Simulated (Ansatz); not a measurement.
# Rb2BaCl4 (I-42d): the host for defect calculations, part 3 of 3

Before any defect goes in: Rb2BaCl4 (I-42d) at rest, and how it screens a charge.

Ansatz 0.2.0; plane-wave PAW DFT, PBEsol; relaxation of the host's cell and atoms (the session's first sound run).

So far. Step 3 (Dielectric tensors of the host): The principal values of the electronic dielectric tensor are 2.87, 2.91 and 2.91. The principal values of the static dielectric tensor are 7.56, 7.56 and 9.13.

### 7. Defect free supercell relaxed from displaced atoms

This step: plane-wave PAW DFT, PBEsol; relaxation of the defect-free supercell from random displacements, a test of the host's stability (Ansatz 0.2.0).

File pristine.rattled/input.yaml:

```yaml
crystal:
  lattice:
    - [0.0, 9.4038899034, 9.5433086279]
    - [9.4038899034, 0.0, 9.5433086279]
    - [9.4038899034, 9.4038899034, 0.0]
  atoms:
    - { symbol: Rb, position: [0.2439904325, 0.3810095675, 0.5060095675] }
    - { symbol: Rb, position: [0.4939904325, 0.6310095675, 0.7560095675] }
    - { symbol: Rb, position: [0.7439904325, 0.8810095675, 0.0060095675] }
    - { symbol: Rb, position: [0.9939904325, 0.1310095675, 0.2560095675] }
    - { symbol: Rb, position: [0.1310095675, 0.9939904325, 0.6189904325] }
    - { symbol: Rb, position: [0.3810095675, 0.2439904325, 0.8689904325] }
    - { symbol: Rb, position: [0.6310095675, 0.4939904325, 0.1189904325] }
    - { symbol: Rb, position: [0.8810095675, 0.7439904325, 0.3689904325] }
    - { symbol: Rb, position: [0.1189904325, 0.7560095675, 0.4939904325] }
    - { symbol: Rb, position: [0.3689904325, 0.0060095675, 0.7439904325] }
    - { symbol: Rb, position: [0.6189904325, 0.2560095675, 0.9939904325] }
    - { symbol: Rb, position: [0.8689904325, 0.5060095675, 0.2439904325] }
    - { symbol: Rb, position: [0.0060095675, 0.3689904325, 0.8810095675] }
    - { symbol: Rb, position: [0.2560095675, 0.6189904325, 0.1310095675] }
    - { symbol: Rb, position: [0.5060095675, 0.8689904325, 0.3810095675] }
    - { symbol: Rb, position: [0.7560095675, 0.1189904325, 0.6310095675] }
    - { symbol: Ba, position: [0.125, 0.625, 0.875] }
    - { symbol: Ba, position: [0.375, 0.875, 0.125] }
    - { symbol: Ba, position: [0.625, 0.125, 0.375] }
    - { symbol: Ba, position: [0.875, 0.375, 0.625] }
    - { symbol: Ba, position: [0.0, 0.0, 0.0] }
    - { symbol: Ba, position: [0.25, 0.25, 0.25] }
    - { symbol: Ba, position: [0.5, 0.5, 0.5] }
    - { symbol: Ba, position: [0.75, 0.75, 0.75] }
    - { symbol: Cl, position: [0.0742595433, 0.4641922493, 0.3558389648] }
    - { symbol: Cl, position: [0.3242595433, 0.7141922493, 0.6058389648] }
    - { symbol: Cl, position: [0.5742595433, 0.9641922493, 0.8558389648] }
    - { symbol: Cl, position: [0.8242595433, 0.2141922493, 0.1058389648] }
    - { symbol: Cl, position: [0.2141922493, 0.8242595433, 0.8557092426] }
    - { symbol: Cl, position: [0.4641922493, 0.0742595433, 0.1057092426] }
    - { symbol: Cl, position: [0.7141922493, 0.3242595433, 0.3557092426] }
    - { symbol: Cl, position: [0.9641922493, 0.5742595433, 0.6057092426] }
    - { symbol: Cl, position: [0.2308389648, 0.4807092426, 0.6992595433] }
    - { symbol: Cl, position: [0.4808389648, 0.7307092426, 0.9492595433] }
    - { symbol: Cl, position: [0.7308389648, 0.9807092426, 0.1992595433] }
    - { symbol: Cl, position: [0.9808389648, 0.2307092426, 0.4492595433] }
    - { symbol: Cl, position: [0.2307092426, 0.9808389648, 0.3391922493] }
    - { symbol: Cl, position: [0.4807092426, 0.2308389648, 0.5891922493] }
    - { symbol: Cl, position: [0.7307092426, 0.4808389648, 0.8391922493] }
    - { symbol: Cl, position: [0.9807092426, 0.7308389648, 0.0891922493] }
    - { symbol: Cl, position: [0.0891922493, 0.1992595433, 0.7308389648] }
    - { symbol: Cl, position: [0.3391922493, 0.4492595433, 0.9808389648] }
    - { symbol: Cl, position: [0.5891922493, 0.6992595433, 0.2308389648] }
    - { symbol: Cl, position: [0.8391922493, 0.9492595433, 0.4808389648] }
    - { symbol: Cl, position: [0.1992595433, 0.0891922493, 0.9807092426] }
    - { symbol: Cl, position: [0.4492595433, 0.3391922493, 0.2307092426] }
    - { symbol: Cl, position: [0.6992595433, 0.5891922493, 0.4807092426] }
    - { symbol: Cl, position: [0.9492595433, 0.8391922493, 0.7307092426] }
    - { symbol: Cl, position: [0.1057092426, 0.3558389648, 0.0742595433] }
    - { symbol: Cl, position: [0.3557092426, 0.6058389648, 0.3242595433] }
    - { symbol: Cl, position: [0.6057092426, 0.8558389648, 0.5742595433] }
    - { symbol: Cl, position: [0.8557092426, 0.1058389648, 0.8242595433] }
    - { symbol: Cl, position: [0.1058389648, 0.8557092426, 0.2141922493] }
    - { symbol: Cl, position: [0.3558389648, 0.1057092426, 0.4641922493] }
    - { symbol: Cl, position: [0.6058389648, 0.3557092426, 0.7141922493] }
    - { symbol: Cl, position: [0.8558389648, 0.6057092426, 0.9641922493] }
basis:
  ecutwfc: 420
  xc_grid: 2
hamiltonian:
  xc: pbesol
kpoints:
  mp_grid: { grid: [1, 1, 1], shift: [0.25, 0.25, 0.25] }
scf:
  occupations: { method: fermi_dirac, width: 0.01 }
  max_iter: 80
output:
  forces: true
relax:
  f_tol: 0.01
  max_steps: 120
  random_displacement: { amplitude: 0.08, seed: 4539 }
checkpoint:
  write: "../pristine.rattled.run"
  compress: false
  write_wavefunctions: false
  write_every: 100000
```

Command:

```console
> ansatz run input.yaml --threads 4 --pin off --max-ram 7536MiB --backend cpu --events-out ev --progress --plain --runs-dir out
```

Numbers of over 12 decimals in the logs are rounded to 6 here.

Log:

```text
[...]
Crystal: 56 atoms, lattice volume = 1687.890 Å³
Basis set: ecut = 420 eV, 33023 PW (Γ), exchange–correlation on 180×180×180 points (8 copies of the dense FFT grid, shifted against one another)
Bands: 280, of which v1, the nominal top of the filled ones, is band 224 counted from 1 (223 counted from 0)
Symmetry: 1 space group operations
k-points: 1
[...]
SCF iter   1: F=—  HF=-132441.972031 eV  |F-HF|=—  |Δ(HF+E_count)|=         —  Δρ=3.31e-3  dr2=2.76e-1  ethr=1.77e-3  ⟨swp⟩=11.0  Hψ=1472  notcnv=0  defer=7
[...]
SCF iter   6: F=-132441.874452 eV  HF=-132441.874450 eV  |F-HF|=2.01e-6  |Δ(HF+E_count)|=   3.56e-5  Δρ=8.86e-6  dr2=1.69e-6  ethr=5.58e-10  ⟨swp⟩=4.0  Hψ=932  notcnv=0
SCF 1 converged in 6 iterations: F = -132441.874452 eV  dr2 = 1.69e-6
[...]
relax step   1: F+E_penalty+E_count = -132441.87445185 eV  Δ(F+E_penalty+E_count) = +0.000e0 eV  max|allowed force component| = 3.678e-1 eV/Å  Δτ_max = 0.0000 Å  (6 SCF iters, dr2 threshold 2.50e-6 eV, accepted)
[...]
relax step   2: F+E_penalty+E_count = -132442.19058984 eV  Δ(F+E_penalty+E_count) = -3.161e-1 eV  max|allowed force component| = 1.601e-1 eV/Å  Δτ_max = 0.1141 Å  (5 SCF iters, dr2 threshold 8.45e-6 eV, accepted)
relax step   3: F+E_penalty+E_count = -132442.25720988 eV  Δ(F+E_penalty+E_count) = -6.662e-2 eV  max|allowed force component| = 6.430e-3 eV/Å  Δτ_max = 0.0613 Å  (6 SCF iters, dr2 threshold 1.60e-6 eV, accepted)
[...]
SCF iter   2: F=-132442.257210 eV  HF=-132442.257210 eV  |F-HF|=9.30e-8  |Δ(HF+E_count)|=   2.18e-7  Δρ=1.60e-6  dr2=6.46e-8  ethr=2.23e-11  ⟨swp⟩=3.0  Hψ=825  notcnv=0
SCF 4 converged in 2 iterations: F = -132442.257210 eV  dr2 = 6.46e-8
relax step   4: F+E_penalty+E_count = -132442.25720995 eV  Δ(F+E_penalty+E_count) = -6.962e-8 eV  max|allowed force component| = 6.431e-3 eV/Å  Δτ_max = 0.0000 Å  (2 SCF iters, accepted)
SCF converged after 2 iterations
Free energy (F): -132442.257210 eV
[...]
Internal energy: -132442.257210 eV  (E = F + TS)
E sigma→0 (E₀):  -132442.257210 eV
Fermi energy:    5.626636 eV
[...]
--- Forces (eV/Å), atoms counted from 1 ---
  atom   1  Rb    -0.00228932     0.00055745     0.00046889
  atom   2  Rb     0.00381956    -0.00052168     0.00141841
  atom   3  Rb    -0.00334548     0.00008882    -0.00432110
  atom   4  Rb     0.00536944    -0.00087256     0.00137147
  atom   5  Rb    -0.00234229    -0.00168385     0.00225987
  atom   6  Rb     0.00088458     0.00131977     0.00478234
  atom   7  Rb    -0.00063572    -0.00051471     0.00041860
  atom   8  Rb    -0.00371878     0.00303462    -0.00132635
  atom   9  Rb    -0.00076221     0.00380714     0.00147025
  atom  10  Rb     0.00132335     0.00067248    -0.00165248
  atom  11  Rb    -0.00041930    -0.00591586    -0.00427842
  atom  12  Rb     0.00617559    -0.00323635     0.00284504
  atom  13  Rb    -0.00115750    -0.00082009     0.00290768
  atom  14  Rb    -0.00089711    -0.00319256     0.00432133
  atom  15  Rb     0.00206030     0.00346327     0.00087304
  atom  16  Rb     0.00297532    -0.00062454     0.00034096
  atom  17  Ba     0.00238583    -0.00119592    -0.00311472
  atom  18  Ba     0.00239270     0.00346603    -0.00283011
  atom  19  Ba     0.00305632    -0.00054664     0.00418114
  atom  20  Ba     0.00148005    -0.00457828    -0.00018785
  atom  21  Ba    -0.00507891     0.00228870    -0.00190453
  atom  22  Ba     0.00202309     0.00376401     0.00282195
  atom  23  Ba     0.00307199     0.00343904     0.00268445
  atom  24  Ba     0.00066392     0.00200988     0.00642991
  atom  25  Cl    -0.00311274     0.00161788    -0.00152558
  atom  26  Cl    -0.00557120    -0.00107506     0.00274181
  atom  27  Cl    -0.00148443    -0.00163337     0.00030531
  atom  28  Cl     0.00081446     0.00103523    -0.00206323
  atom  29  Cl     0.00284268    -0.00033432    -0.00309389
  atom  30  Cl    -0.00326501     0.00331592     0.00026899
  atom  31  Cl    -0.00327848    -0.00219380    -0.00143258
  atom  32  Cl    -0.00072906     0.00259855    -0.00408411
  atom  33  Cl    -0.00124072    -0.00015671    -0.00063147
  atom  34  Cl     0.00219285    -0.00400487     0.00129895
  atom  35  Cl     0.00097294     0.00254211     0.00169165
  atom  36  Cl     0.00405147    -0.00171451    -0.00077996
  atom  37  Cl    -0.00437802    -0.00285532     0.00017359
  atom  38  Cl    -0.00366149     0.00377911    -0.00253574
  atom  39  Cl     0.00006172    -0.00389498    -0.00369487
  atom  40  Cl    -0.00080504     0.00100521    -0.00121567
[...]
atom  45  Cl     0.00196401     0.00425036    -0.00008517
  atom  46  Cl    -0.00103474    -0.00176434    -0.00083539
  atom  47  Cl     0.00242022     0.00184476     0.00138122
  atom  48  Cl    -0.00312441    -0.00215162     0.00063328
  atom  49  Cl    -0.00036350    -0.00222669     0.00520722
  atom  50  Cl    -0.00001456     0.00026061     0.00184105
  atom  51  Cl     0.00161447    -0.00204689     0.00066564
  atom  52  Cl     0.00016375     0.00324221     0.00066291
  atom  53  Cl     0.00202645    -0.00002123    -0.00127570
  atom  54  Cl    -0.00052908    -0.00224823    -0.00483610
  atom  55  Cl    -0.00090333    -0.00067939     0.00124103
  atom  56  Cl    -0.00456220    -0.00247688    -0.00295684
  max |Σ_I F_I| component: 4.69e-5 eV/Å
--- Relaxed structure (4 steps of the walk, 4 accepted, 0 SCFs on fresh bases) ---
  F+E_penalty+E_count = -132442.25720995 eV   max|allowed force component| = 6.431e-3 eV/Å
  atoms:
    - { symbol: Rb, position: [0.243269, 0.381755, 0.505951] }
    - { symbol: Rb, position: [0.493932, 0.630803, 0.756042] }
    - { symbol: Rb, position: [0.743487, 0.881856, 0.005839] }
    - { symbol: Rb, position: [0.993884, 0.130858, 0.255930] }
    - { symbol: Rb, position: [0.130644, 0.994311, 0.619279] }
    - { symbol: Rb, position: [0.380163, 0.244472, 0.869008] }
    - { symbol: Rb, position: [0.630716, 0.494311, 0.119330] }
    - { symbol: Rb, position: [0.880075, 0.744886, 0.368866] }
    - { symbol: Rb, position: [0.118196, 0.756691, 0.494080] }
    - { symbol: Rb, position: [0.368936, 0.006285, 0.743653] }
    - { symbol: Rb, position: [0.618767, 0.256507, 0.994209] }
    - { symbol: Rb, position: [0.868925, 0.505929, 0.243916] }
    - { symbol: Rb, position: [0.005450, 0.369409, 0.881011] }
    - { symbol: Rb, position: [0.255419, 0.619285, 0.131382] }
    - { symbol: Rb, position: [0.505357, 0.869296, 0.380792] }
    - { symbol: Rb, position: [0.755576, 0.119454, 0.630926] }
    - { symbol: Ba, position: [0.124682, 0.625539, 0.874991] }
    - { symbol: Ba, position: [0.374568, 0.875533, 0.124715] }
    - { symbol: Ba, position: [0.624410, 0.125322, 0.375129] }
    - { symbol: Ba, position: [0.874687, 0.375386, 0.624823] }
    - { symbol: Ba, position: [-0.000359, 0.000577, -0.000222] }
    - { symbol: Ba, position: [0.249484, 0.250333, 0.250094] }
    - { symbol: Ba, position: [0.499394, 0.500355, 0.500031] }
    - { symbol: Ba, position: [0.749467, 0.750121, 0.750330] }
    - { symbol: Cl, position: [0.073549, 0.464785, 0.355840] }
    - { symbol: Cl, position: [0.323649, 0.714448, 0.606365] }
    - { symbol: Cl, position: [0.573703, 0.964579, 0.855883] }
    - { symbol: Cl, position: [0.823933, 0.214526, 0.105909] }
    - { symbol: Cl, position: [0.214152, 0.824636, 0.855706] }
    - { symbol: Cl, position: [0.463429, 0.075009, 0.105507] }
    - { symbol: Cl, position: [0.713931, 0.324534, 0.355995] }
    - { symbol: Cl, position: [0.963633, 0.575145, 0.605278] }
    - { symbol: Cl, position: [0.230011, 0.481377, 0.699336] }
    - { symbol: Cl, position: [0.480758, 0.730653, 0.949385] }
    - { symbol: Cl, position: [0.729918, 0.981492, 0.199084] }
    - { symbol: Cl, position: [0.980849, 0.230795, 0.449154] }
    - { symbol: Cl, position: [0.230425, 0.980976, 0.339355] }
    - { symbol: Cl, position: [0.479876, 0.231745, 0.588982] }
    - { symbol: Cl, position: [0.730799, 0.481030, 0.839162] }
    - { symbol: Cl, position: [0.980129, 0.731625, 0.088988] }
    - { symbol: Cl, position: [0.088942, 0.199698, 0.730448] }
    - { symbol: Cl, position: [0.338526, 0.449769, 0.981217] }
    - { symbol: Cl, position: [0.588770, 0.699684, 0.230467] }
    - { symbol: Cl, position: [0.838576, 0.949921, 0.480881] }
    - { symbol: Cl, position: [0.198773, 0.089550, 0.980191] }
    - { symbol: Cl, position: [0.448870, 0.339775, 0.230856] }
    - { symbol: Cl, position: [0.698773, 0.589330, 0.480437] }
    - { symbol: Cl, position: [0.948687, 0.839789, 0.730944] }
    - { symbol: Cl, position: [0.105459, 0.355580, 0.074433] }
    - { symbol: Cl, position: [0.355024, 0.606425, 0.324387] }
    - { symbol: Cl, position: [0.605605, 0.855685, 0.574259] }
    - { symbol: Cl, position: [0.855223, 0.106578, 0.824038] }
    - { symbol: Cl, position: [0.105378, 0.856193, 0.213997] }
    - { symbol: Cl, position: [0.355879, 0.105985, 0.463968] }
    - { symbol: Cl, position: [0.605152, 0.356033, 0.714371] }
    - { symbol: Cl, position: [0.855669, 0.606101, 0.964268] }
```

Wall time 71 s (4 threads of Arm Neoverse V1, shared host); peak memory 2.6 GiB; 4.6 min of CPU time.

Step by step:

```csv
step,energy less that of the first step (eV),largest force component (eV/Å)
1,0.0000,0.3678
2,-0.3161,0.1601
3,-0.3828,0.0064
4,-0.3828,0.0064
```

The relaxation ends 6.8 meV an atom lower than the displaced start, with a largest force component of 0.0064 eV/Å.

### 8. Results

* primitive cell vectors, lengths: 8.184, 8.184, 8.184 Å
* electronic dielectric constant: principal values (2.87, 2.91, 2.91)
* static dielectric constant: principal values (7.56, 7.56, 9.13)
* gap on the k-mesh of the response run (PBEsol): 5.12 eV
* supercell relaxed in its symmetry less the displaced and relaxed one: 0.000 eV
* energy an atom at one point at (¼, ¼, ¼) less that on the dense mesh: 0.001 eV

**Reading.** Step 7: The energy fell by 0.383 eV from the randomly displaced start; against the sites as typed, Cl45 ends farthest off, by 0.01 Å, once the mean shift is taken out. The displaced cell ends within 0.01 eV of the symmetric one relaxed in its symmetry, so no lower structure shows in this supercell. The k-mesh can miss the band edges, so this gap is an upper bound at this level. All at zero temperature.

[Logs are printed without paths, hosts, clocks, repeated set-up lines and the standing remarks that a program may print on its own settings, such as how far it seeks lower states.]

[Hosts, paths, dates, database ids (printed as entryN), source tags and the programs' standing remarks are cut or masked in the printed files.]

[Runs of the host that timed out are not shown.]

[For some hosts the program warned that the k-mesh of the response run may be too coarse for force constants and the static dielectric constant; such warnings are not always shown.]
